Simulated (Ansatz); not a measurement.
In doubt: masses and optical values from hybrid runs of this build are listed as unsure, which bears on the screening that GW takes from such a start.

Rows from a G0W0 calculation on InSe (R3m) (Ansatz 0.2.0; G0W0 on HSE06, plane waves, PAW; 4×4×4 mesh, 265 empty bands, screening to 100 eV), in eV. Spin-orbit coupling is left out.

The database entry behind the starting cell differs from later determinations by our own check (c about 1.5 % long), so it need not match the best structure at ambient conditions.

```csv
row,k,band,start,Σx,Σc at the solution,Vxc
A,"(-0.500, -0.500, -0.500)",v1,6.873,-16.205,0.909,-15.069
B,"(-0.500, -0.500, -0.500)",c1,8.056,-9.875,-3.252,-13.254
C,"(-0.500, -0.500, -0.500)",c2,9.831,-7.942,-3.873,-11.934
D,"(-0.500, -0.500, -0.500)",v2,5.601,-18.208,1.717,-16.306
```

Give the quasiparticle energies and the shift of each level.

The quasiparticle equation reads E = start + Σx + Σc(E) − Vxc.

```csv
row,E (eV),shift (eV)
A,6.646,−0.227
B,8.184,+0.128
C,9.951,+0.120
D,5.417,−0.185
```

The gap over the computed points goes from 1.18 eV to 1.54 eV.

Limits: not at the basis limit; no spin-orbit coupling.

[Paths, hosts, dates, memory and timing lines, banners, echoed tables and standing remarks are left out of the program output.]

[Logs are printed without paths, hosts, clocks, repeated set-up lines and the standing remarks that a program may print on its own settings, such as how far it seeks lower states.]

[Runs of the session that timed out or met a known fault of the program may be left out.]

[Cells called generated may have been cut or substituted from an entry of the Crystallography Open Database or the Materials Project.]

[Hosts, paths, dates, database ids (printed as entryN), source tags and the programs' standing remarks are cut or masked in the printed files.]
